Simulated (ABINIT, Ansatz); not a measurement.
# A GW run on CdS (Hawleyite) in ABINIT, with inputs changed

Aim: change inputs of a GW run on CdS (Hawleyite) and see what moves.

Calculated with ABINIT 10.8.3; PBE and many-body steps on it, plane waves.

## (1) The starting structure

Symmetry: F-43m, No. 216, cubic system. The conventional cell has a = 5.916 Å, b = 5.916 Å, c = 5.916 Å, α = 90.00°, β = 90.00°, γ = 90.00°. Nearest to Cd lie 4 S at 2.56 Å. S has 4 Cd at 2.56 Å nearest. Farther neighbours and most contacts between anions are not listed.

 The runs that relaxed it are not among those shown.

## (2) Screening, 4×4×4 mesh, 148 bands, screening to 176.9 eV

This step: ABINIT 10.8.3; RPA screening on PBE, plane waves, norm-conserving pseudopotentials.

The RPA dielectric matrix is built and inverted for each q.

File run.abi:

```
acell 3*1.0 Angstrom
rprim 
  -0.000000000000 2.958200000000 2.958200000000
  2.958200000000 -0.000000000000 2.958200000000
  2.958200000000 2.958200000000 -0.000000000000
ntypat 2
znucl 48 16
natom 2
typat 1 2
xred 
  0.000000000000 0.000000000000 0.000000000000
  0.250000000000 0.250000000000 0.250000000000
pp_dirpath "pseudos"
pseudos "Cd.upf, S.upf"
ecut 47
ngkpt 4 4 4
nshiftk 1
shiftk 0 0 0
kptopt 1
chksymbreak 0
istwfk *1
occopt 1
irdwfk 1
optdriver 3
nband 148
ecuteps 6.5
inclvkb 2
awtr 1
symchi 1
indata_prefix "in"
outdata_prefix "out"
tmpdata_prefix "tmp"
```

Command:

```
> OMP_NUM_THREADS=1 mpirun -n 8 abinit run.abi > log
```

Log:

```text
.Version 10.8.3 of ABINIT. v10.8.2 released Aug 2026.

 Symmetries : space group F-4 3 m (#216); Bravais cF (face-center cubic)
[... echo of the input left out ...]
== DATASET  1 ==================================================================
-   mpi_nproc: 8, omp_nthreads: 1 (-1 if OMP is not activated)

--- !DatasetInfo
iteration_state: {dtset: 1, }
dimensions: {natom: 2, nkpt: 8, mband: 148, nsppol: 1, nspinor: 1, nspden: 1, mpw: 5410, }
cutoff_energies: {ecut:  47.0, pawecutdg:  -1.0, }
electrons: {nelect:   2.60000000E+01, charge:   0.00000000E+00, occopt:   1.00000000E+00, tsmear:   1.00000000E-02, }

 SCREENING: Calculation of the susceptibility and dielectric matrices

 Based on a program developped by R.W. Godby, V. Olevano, G. Onida, and L. Reining.
 Incorporated in ABINIT by V. Olevano, G.-M. Rignanese, and M. Torrent.
.Using double precision arithmetic ; gwpc =  8

[... cell and pseudopotentials left out ...]
--------------------------------------------------------------------------------

 ==== K-mesh for the wavefunctions ====
 Number of points in the irreducible wedge :     8
[... list of points left out ...]
 Together with 24 symmetry operations and time-reversal symmetry
 yields    64 points in the full Brillouin Zone.

 ==== Q-mesh for the screening function ====
 Number of points in the irreducible wedge :     8
[... list of points left out ...]
 Together with 24 symmetry operations and time-reversal symmetry
 yields    64 points in the full Brillouin Zone.

 setmesh: FFT mesh size selected  =    36x   36x   36
          total number of points  =        46656

 vcoul_init : cutoff-mode = AUXILIARY_FUNCTION
 q-points for optical limit:   1
     1)      0.000010    0.000020    0.000030

- screening: taking advantage of time-reversal symmetry
- Maximum band index for partially occupied states nbvw = 13
- Remaining bands to be divided among processors   nbcw = 135
- Number of bands treated by each node ~16

 Number of electrons calculated from density =   26.0000; Expected =   26.0000
 average of density, n =  0.074416
 r_s =    1.4749
 omega_plasma =   26.3140 [eV]

 calculating chi0 at frequencies [eV] :
  1    0.000000E+00    0.000000E+00
  2    0.000000E+00    2.631405E+01

--------------------------------------------------------------------------------
  q-point number  1        q = ( 0.000000, 0.000000, 0.000000) [r.l.u.]
--------------------------------------------------------------------------------
[... chi0 elements left out ...]
 For q-point:  0.000010 0.000020 0.000030
  dielectric constant =  12.1274
  dielectric constant without local fields =  12.8600

  Average fulfillment of the sum rule on Im[epsilon] for q-point    1 :     72.18  [%]
[... wings left out ...]
  q-point number  2        q = ( 0.250000, 0.000000, 0.000000) [r.l.u.]
--------------------------------------------------------------------------------
[... chi0 elements left out ...]
  Average fulfillment of the sum rule on Im[epsilon] for q-point    2 :     82.25  [%]

 [... 6 further q-points ...]
```

It took 42 s on 8 MPI ranks of Intel Xeon Platinum 8488C (Sapphire Rapids), shared host; peak memory 2.4 GiB; 5.5 min of CPU time.

This step gave:

- ε∞ with local fields, on this mesh, along the program's q direction: 12.13
- the same without local fields: 12.86
- plasma frequency: 26.31 eV
- plane waves in the screening matrix: 283

Local fields lower ε∞ by 6 %. On a Γ-centred mesh this coarse the value itself is usually too large, while a short band sum pulls it down.

## (3) Base

The self-energy is evaluated for the states that the input lists, and the levels follow from it, in one-shot runs by the linearised quasiparticle equation.

This step: G0W0 on PBE, plane waves, norm-conserving pseudopotentials.

run.abi: that of step 2 with these lines changed.

```diff
@@ -23,8 +23,15 @@
 irdwfk 1
-optdriver 3
+optdriver 4
 nband 148
+gwcalctyp 0
+ecutsigx 47
+symsigma 1
+nkptgw 1
+kptgw 
+  0.0000000000 0.0000000000 0.0000000000
+bdgw 
+  11 17
 ecuteps 6.5
-inclvkb 2
-awtr 1
-symchi 1
+irdscr 1
+ppmodel 1
 indata_prefix "in"
```

Log:

```text
.Version 10.8.3 of ABINIT. v10.8.2 released Aug 2026.

 Symmetries : space group F-4 3 m (#216); Bravais cF (face-center cubic)
[... echo of the input left out ...]
== DATASET  1 ==================================================================
-   mpi_nproc: 8, omp_nthreads: 1 (-1 if OMP is not activated)

--- !DatasetInfo
iteration_state: {dtset: 1, }
dimensions: {natom: 2, nkpt: 8, mband: 148, nsppol: 1, nspinor: 1, nspden: 1, mpw: 5410, }
cutoff_energies: {ecut:  47.0, pawecutdg:  -1.0, }
electrons: {nelect:   2.60000000E+01, charge:   0.00000000E+00, occopt:   1.00000000E+00, tsmear:   1.00000000E-02, }

 SIGMA: Calculation of the GW corrections

 Based on a program developped by R.W. Godby, V. Olevano, G. Onida, and L. Reining.
 Incorporated in ABINIT by V. Olevano, G.-M. Rignanese, and M. Torrent.
.Using double precision arithmetic ; gwpc =  8

[... cell and pseudopotentials left out ...]
--------------------------------------------------------------------------------

 ==== K-mesh for the wavefunctions ====
 Number of points in the irreducible wedge :     8
[... list of points left out ...]
 Together with 24 symmetry operations and time-reversal symmetry
 yields    64 points in the full Brillouin Zone.

 ==== Q-mesh for screening function ====
 Number of points in the irreducible wedge :     8
[... list of points left out ...]
 Together with 24 symmetry operations and time-reversal symmetry
 yields    64 points in the full Brillouin Zone.

 vcoul_init : cutoff-mode = AUXILIARY_FUNCTION
 q-points for optical limit:   1
     1)      0.000010    0.000020    0.000030
 setmesh: FFT mesh size selected  =    50x   50x   50
          total number of points  =       125000

 Number of electrons calculated from density =   26.0000; Expected =   26.0000
 average of density, n =  0.074416
 r_s =    1.4749
 omega_plasma =   26.3140 [eV]

 === KS Band Gaps ===
  >>>> For spin  1
   Minimum direct gap =   1.0517 [eV], located at k-point      :   0.0000  0.0000  0.0000
   Fundamental gap    =   1.0517 [eV], Top of valence bands at :   0.0000  0.0000  0.0000
                                       Bottom of conduction at :   0.0000  0.0000  0.0000
 SIGMA fundamental parameters:
 PLASMON POLE MODEL  1
 number of plane-waves for SigmaX                 5329
 number of plane-waves for SigmaC and W            283
 number of plane-waves for wavefunctions          5329
 number of bands                                   148
 number of independent spin polarizations            1
 number of spinorial components                      1
 number of k-points in IBZ                           8
 number of q-points in IBZ                           8
 number of symmetry operations                      24
 number of k-points in BZ                           64
 number of q-points in BZ                           64
 number of frequencies for dSigma/dE                 9
 frequency step for dSigma/dE [eV]                0.25
 number of omega for Sigma on real axis              0
 max omega for Sigma on real axis  [eV]           0.00
 zcut for avoiding poles [eV]                     0.10

 EPSILON^-1 parameters (SCR file):
 dimension of the eps^-1 matrix on file            283
 dimension of the eps^-1 matrix used               283
 number of plane-waves for wavefunctions          5329
 number of bands                                   148
 number of q-points in IBZ                           8
 number of frequencies                               2
 number of real frequencies                          1
 number of imag frequencies                          1

 matrix elements of self-energy operator (all in [eV])

 Perturbative Calculation

--- !SelfEnergy_ee
iteration_state: {dtset: 1, }
kpoint     : [   0.000,    0.000,    0.000, ]
spin       : 1
KS_gap     :    1.052
QP_gap     :    1.982
Delta_QP_KS:    0.930
data: !SigmaeeData |
     Band     E0 <VxcDFT>   SigX SigC(E0)      Z dSigC/dE  Sig(E)    E-E0       E
       11   3.886 -15.122 -18.135   1.990   0.777  -0.287 -15.917  -0.795   3.090
       12   3.886 -15.122 -18.135   1.990   0.777  -0.287 -15.917  -0.795   3.090
       13   3.886 -15.122 -18.135   1.990   0.777  -0.287 -15.917  -0.795   3.090
       14   4.937 -10.572  -6.678  -3.727   0.809  -0.236 -10.437   0.135   5.072
       15  10.422 -10.464  -5.655  -4.358   0.806  -0.241 -10.100   0.363  10.785
       16  10.422 -10.464  -5.655  -4.358   0.806  -0.241 -10.100   0.363  10.785
       17  10.422 -10.464  -5.655  -4.358   0.806  -0.241 -10.100   0.363  10.785

== END DATASET(S) ==============================================================
================================================================================

 -outvars: echo values of variables after computation  --------
           etotal      0.0000000000E+00
            nband         148
             nkpt           8
          spgroup         216
 [... the other variables as echoed above ...]

 Calculation completed.
```

Wall time 7.8 s (8 MPI ranks); peak memory 1.8 GiB.

This step gave:

```yaml
g0w0_gap_on_the_points_computed: 1.982 eV
starting_gap_on_the_mesh: 1.051 eV
k_of_the_valence_top: 0, 0, 0
k_of_the_conduction_bottom: 0, 0, 0
z_at_the_valence_top: 0.777
z_at_the_conduction_bottom: 0.809
least_direct_g0w0_gap_on_the_computed_points: 1.982 eV
```

The gap on the mesh goes from 1.05 eV to 1.98 eV, a correction of +0.93 eV.

## (4) Broadening of the poles

run.abi: that of step 3 with these lines changed.

```diff
@@ -36,2 +36,3 @@
 ppmodel 1
+zcut 0.01 eV
 indata_prefix "in"
```

Log:

```text
.Version 10.8.3 of ABINIT. v10.8.2 released Aug 2026.

 Symmetries : space group F-4 3 m (#216); Bravais cF (face-center cubic)
[... echo of the input left out ...]
== DATASET  1 ==================================================================
-   mpi_nproc: 8, omp_nthreads: 1 (-1 if OMP is not activated)

--- !DatasetInfo
iteration_state: {dtset: 1, }
dimensions: {natom: 2, nkpt: 8, mband: 148, nsppol: 1, nspinor: 1, nspden: 1, mpw: 5410, }
cutoff_energies: {ecut:  47.0, pawecutdg:  -1.0, }
electrons: {nelect:   2.60000000E+01, charge:   0.00000000E+00, occopt:   1.00000000E+00, tsmear:   1.00000000E-02, }

 SIGMA: Calculation of the GW corrections

 Based on a program developped by R.W. Godby, V. Olevano, G. Onida, and L. Reining.
 Incorporated in ABINIT by V. Olevano, G.-M. Rignanese, and M. Torrent.
.Using double precision arithmetic ; gwpc =  8

[... cell and pseudopotentials left out ...]
--------------------------------------------------------------------------------

 ==== K-mesh for the wavefunctions ====
 Number of points in the irreducible wedge :     8
[... list of points left out ...]
 Together with 24 symmetry operations and time-reversal symmetry
 yields    64 points in the full Brillouin Zone.

 ==== Q-mesh for screening function ====
 Number of points in the irreducible wedge :     8
[... list of points left out ...]
 Together with 24 symmetry operations and time-reversal symmetry
 yields    64 points in the full Brillouin Zone.

 vcoul_init : cutoff-mode = AUXILIARY_FUNCTION
 q-points for optical limit:   1
     1)      0.000010    0.000020    0.000030
 setmesh: FFT mesh size selected  =    50x   50x   50
          total number of points  =       125000

 Number of electrons calculated from density =   26.0000; Expected =   26.0000
[...]
number of q-points in BZ                           64
 number of frequencies for dSigma/dE                 9
 frequency step for dSigma/dE [eV]                0.25
 number of omega for Sigma on real axis              0
 max omega for Sigma on real axis  [eV]           0.00
 zcut for avoiding poles [eV]                     0.01

 EPSILON^-1 parameters (SCR file):
 dimension of the eps^-1 matrix on file            283
 dimension of the eps^-1 matrix used               283
 number of plane-waves for wavefunctions          5329
 number of bands                                   148
 number of q-points in IBZ                           8
 number of frequencies                               2
 number of real frequencies                          1
 number of imag frequencies                          1

 matrix elements of self-energy operator (all in [eV])

 Perturbative Calculation

--- !SelfEnergy_ee
iteration_state: {dtset: 1, }
kpoint     : [   0.000,    0.000,    0.000, ]
spin       : 1
KS_gap     :    1.052
QP_gap     :    1.982
Delta_QP_KS:    0.930
data: !SigmaeeData |
     Band     E0 <VxcDFT>   SigX SigC(E0)      Z dSigC/dE  Sig(E)    E-E0       E
       11   3.886 -15.122 -18.135   1.990   0.777  -0.287 -15.917  -0.795   3.090
       12   3.886 -15.122 -18.135   1.990   0.777  -0.287 -15.917  -0.795   3.090
       13   3.886 -15.122 -18.135   1.990   0.777  -0.287 -15.917  -0.795   3.090
       14   4.937 -10.572  -6.678  -3.727   0.809  -0.236 -10.437   0.135   5.072
       15  10.422 -10.464  -5.655  -4.358   0.808  -0.238 -10.100   0.364  10.786
       16  10.422 -10.464  -5.655  -4.358   0.808  -0.238 -10.100   0.364  10.786
       17  10.422 -10.464  -5.655  -4.358   0.808  -0.238 -10.100   0.364  10.786

== END DATASET(S) ==============================================================
================================================================================

 -outvars: echo values of variables after computation  --------
           etotal      0.0000000000E+00
            nband         148
             nkpt           8
          spgroup         216
 [... the other variables as echoed above ...]

 Calculation completed.
```

It took 7.5 s on 8 MPI ranks; peak memory 1.9 GiB.

Numbers from this step:

```yaml
g0w0_gap_on_the_points_computed: 1.982 eV
starting_gap_on_the_mesh: 1.051 eV
k_of_the_valence_top: 0, 0, 0
k_of_the_conduction_bottom: 0, 0, 0
z_at_the_valence_top: 0.777
z_at_the_conduction_bottom: 0.809
least_direct_g0w0_gap_on_the_computed_points: 1.982 eV
```

Against G0W0 in ABINIT (4×4×4 mesh, 148 bands, screening to 176.9 eV, Godby-Needs plasmon pole), the gap moves by +0.000 eV.

## (5) Unknown plasmon-pole model

run.abi: that of step 4 with these lines changed.

```diff
@@ -35,4 +35,3 @@
 irdscr 1
-ppmodel 1
-zcut 0.01 eV
+ppmodel 7
 indata_prefix "in"
```

Log:

```text
.Version 10.8.3 of ABINIT. v10.8.2 released Aug 2026.

 Symmetries : space group F-4 3 m (#216); Bravais cF (face-center cubic)
================================================================================
 Values of the parameters that define the memory need of the present run
     intxc =       0    ionmov =       0      iscf =       7    lmnmax =       6
     lnmax =       6     mgfft =      50  mpssoang =       3    mqgrid =    3001
     natom =       2  nloc_mem =       1    nspden =       1   nspinor =       1
    nsppol =       1      nsym =      24    n1xccc =    2501    ntypat =       2
    occopt =       1   xclevel =       2
-    mband =         148        mffmem =           1         mkmem =           1
       mpw =        5410          nfft =      125000          nkpt =           8
================================================================================
  Rough estimation (10% accuracy) of disk space for files :
================================================================================

--------------------------------------------------------------------------------
------------- Echo of variables that govern the present computation ------------
--------------------------------------------------------------------------------
 -outvars: echo values of preprocessed input variables --------
            acell      1.8897261259E+00  1.8897261259E+00  1.8897261259E+00 Bohr

             bdgw          11      17
      chksymbreak           0
             ecut      4.70000000E+01 Hartree
          ecuteps      6.50000000E+00 Hartree
         ecutsigx      4.70000000E+01 Hartree
          ecutwfn      4.70000000E+01 Hartree
-          fftalg         312
           irdscr           1
           irdwfk           1

              ixc     -101130
[...]
pspatm : epsatm=   23.16453630
         --- l  ekb(1:nproj) -->
[...]
pspatm: atomic psp has been read  and splines computed

- S Generated using ONCVPSP code by D. R. Hamann
- 16.00000   6.00000  171031                  znucl, zion, pspdat
12 -101130 2 -1 1146                          pspcod,pspxc,lmax,lloc,mmax
     nproj     2     2     2
  pspatm : epsatm=    9.01821529
         --- l  ekb(1:nproj) -->
[...]
1    3.227080    0.887329
             2   -3.547662   -0.986524
 pspatm: atomic psp has been read  and splines computed

   8.36751541E+02                                ecore*ucvol(ha*bohr**3)
--------------------------------------------------------------------------------

 ==== K-mesh for the wavefunctions ====
 Number of points in the irreducible wedge :     8
 Reduced coordinates and weights :

     1)     0.00000000E+00  0.00000000E+00  0.00000000E+00       0.01563
     2)     2.50000000E-01  0.00000000E+00  0.00000000E+00       0.12500
     3)     5.00000000E-01  0.00000000E+00  0.00000000E+00       0.06250
[...]
Together with 24 symmetry operations and time-reversal symmetry
 yields    64 points in the full Brillouin Zone.

 ==== Q-mesh for screening function ====
 Number of points in the irreducible wedge :     8
 Reduced coordinates and weights :

[...]
7)     5.00000000E-01  5.00000000E-01  0.00000000E+00       0.04688
     8)    -2.50000000E-01  5.00000000E-01  2.50000000E-01       0.09375

 Together with 24 symmetry operations and time-reversal symmetry
 yields    64 points in the full Brillouin Zone.

 vcoul_init : cutoff-mode = AUXILIARY_FUNCTION
 q-points for optical limit:   1
     1)      0.000010    0.000020    0.000030
 setmesh: FFT mesh size selected  =    50x   50x   50
          total number of points  =       125000

 Number of electrons calculated from density =   26.0000; Expected =   26.0000
 average of density, n =  0.074416
 r_s =    1.4749
 omega_plasma =   26.3140 [eV]

--- !BUG
message: |
    Wrong ppm%model: 7

--- !BUG
message: |
    Wrong ppm%model: 7

--- from the log ---
Wrong ppm%model: 7
```

Run time: 2.9 s. Hardware: 8 MPI ranks; peak memory 0.18 GiB.

The run stopped with an error after 2.9 s.

The program's words: Wrong ppm%model: 7

The fault put into this input: unknown plasmon-pole model.

## (6) Side by side

Times are wall times on 8 MPI ranks of Intel Xeon Platinum 8488C (Sapphire Rapids), shared host, good to a factor of about two. A run's time includes the screening step that it read.

```csv
run,mesh,bands,screening cutoff (eV),DFT gap (eV),gap on the mesh (eV),direct (eV),ε∞ used,time
base,4×4×4,148,176.9,1.051,1.982,1.982,12.13,49 s
broadening of the poles,4×4×4,148,176.9,1.051,1.982,1.982,12.13,49 s
```

## (7) Summary of results

* base: 1.982 eV
* broadening of the poles: 1.982 eV
* known limits: not at the basis limit; no spin-orbit coupling; coarse k mesh

**Reading.** Broadening of the poles: no change against base (keys changed: zcut). Bands and cutoff are finite, so the gap is not at the basis limit. The miss can reach some tenths of an eV and take either sign; the mesh is an error of its own. In the first G0W0 run levels were corrected at 1 k point alone, so a gap called «on the mesh» is the least over those, and an edge elsewhere would be missed. The 4×4×4 mesh is coarse for this cell, which bears on the long-range parts of exchange and screening. The many-body steps are scalar-relativistic: spin-orbit coupling is not in them.

[Paths, hosts, dates, memory and timing lines, banners, echoed tables and standing remarks are left out of the program output.]

[Logs are printed without paths, hosts, clocks, repeated set-up lines and the standing remarks that a program may print on its own settings, such as how far it seeks lower states.]

[Runs of the session that timed out or met a known fault of the program may be left out.]

[No measured gap is set beside runs whose start may be inverted or whose files or cutoffs have a known fault.]

[Hosts, paths, dates, database ids (printed as entryN), source tags and the programs' standing remarks are cut or masked in the printed files.]

[G0W0 gaps are taken among the corrected bands and points alone; a level outside them can change the order at an edge.]

[Where Ansatz stands beside ABINIT at settings called matched, ABINIT's density can come from a denser mesh and the files from another edition; pairs whose starting gaps differed by over 0.03 eV were left out, so agreement reads better than it is.]
